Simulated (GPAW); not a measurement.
Consider HfO2 (Fm-3m).

```xyz
3
Lattice="0.0000 2.5575 2.5575 2.5575 0.0000 2.5575 2.5575 2.5575 0.0000" Properties=species:S:1:pos:R:3 pbc="T T T"
Hf    0.0000    0.0000    0.0000
O     3.8363    3.8363    3.8363
O     1.2788    1.2788    1.2788
```

Absorber: atom 2, with 4 Hf at 2.21 Å (tetrahedral, site symmetry -43m). Method: GPAW, PBE, full core hole (charged cell), 24-atom cell with 7.2 Å between holes, 4×4×4 k points, dipole transitions, Gaussian full width 0.9 eV up to 4 eV, rising linearly to 3.5 eV at 25 eV, without spin-orbit coupling.

**Question.** Predict the near-edge structure at the O K edge.

Main maxima up to 24 eV above the zero (height): 0.5 eV (1.60), 3.9 eV (3.76), 8.8 eV (1.24), 12.8 eV (1.15), 16.9 eV (0.83) and 22.4 eV (0.99). A K edge sees empty p states; the first features are O p mixed into the empty d states of the Hf neighbours, and the broad ones above probably into the cations' higher empty bands. The total-energy difference plus the lowest empty eigenvalue puts the zero at 540.09 eV. One term is added: -8.91 eV, since the hole is spin-paired here and a spin-polarised one costs that much less in the free atom (computed apart). The photon energy is then 531.18 eV. The functional and the charged cell's background leave an error of a few eV in such absolute values.

The O K spectrum (energy from the lowest empty level; intensity scaled to a mean of 1 over the first 20 eV):

```csv
E (eV),intensity
-2.0,0.00
-1.5,0.00
-1.0,0.00
-0.5,0.09
0.0,0.80
0.5,1.60
1.0,0.85
1.5,0.25
2.0,0.23
2.5,0.64
3.0,1.59
3.5,2.89
4.0,3.75
4.5,2.36
5.0,1.24
5.5,0.91
6.0,0.79
6.5,0.71
7.0,0.69
7.5,0.70
8.0,0.90
8.5,1.18
9.0,1.22
9.5,0.97
10.0,0.66
10.5,0.49
11.0,0.53
11.5,0.72
12.0,0.96
12.5,1.12
13.0,1.14
13.5,1.04
14.0,0.89
14.5,0.76
15.0,0.70
15.5,0.72
16.0,0.76
16.5,0.81
17.0,0.82
17.5,0.80
18.0,0.74
18.5,0.68
19.0,0.65
19.5,0.66
20.0,0.70
20.5,0.77
21.0,0.85
21.5,0.92
22.0,0.98
22.5,0.99
23.0,0.96
23.5,0.88
24.0,0.77
24.5,0.65
25.0,0.54
25.5,0.45
26.0,0.38
26.5,0.35
27.0,0.34
27.5,0.34
28.0,0.36
28.5,0.38
29.0,0.40
29.5,0.43
30.0,0.45
30.5,0.48
31.0,0.52
31.5,0.58
32.0,0.66
```

The mesh is coarse (0.27 Å⁻¹ between points), so small maxima may be mesh ripples. The structure is a published determination, not relaxed.

[Banner, clock and machine lines of the logs are left out without a mark of their own.]

[Logs are printed without paths, hosts, clocks, repeated set-up lines and the standing remarks that a program may print on its own settings, such as how far it seeks lower states.]

[Hosts, paths, dates, database ids (printed as entryN), source tags and the programs' standing remarks are cut or masked in the printed files.]

[Lists of maxima count a maximum above −3 eV only where it reaches 4 % of the highest in the window and stands out from its surroundings by 2 % of it (1.5 % where it reaches 55 %); shoulders and weaker maxima are passed over, and of the rest the first, up to two pre-edge ones and the few strongest are named.]
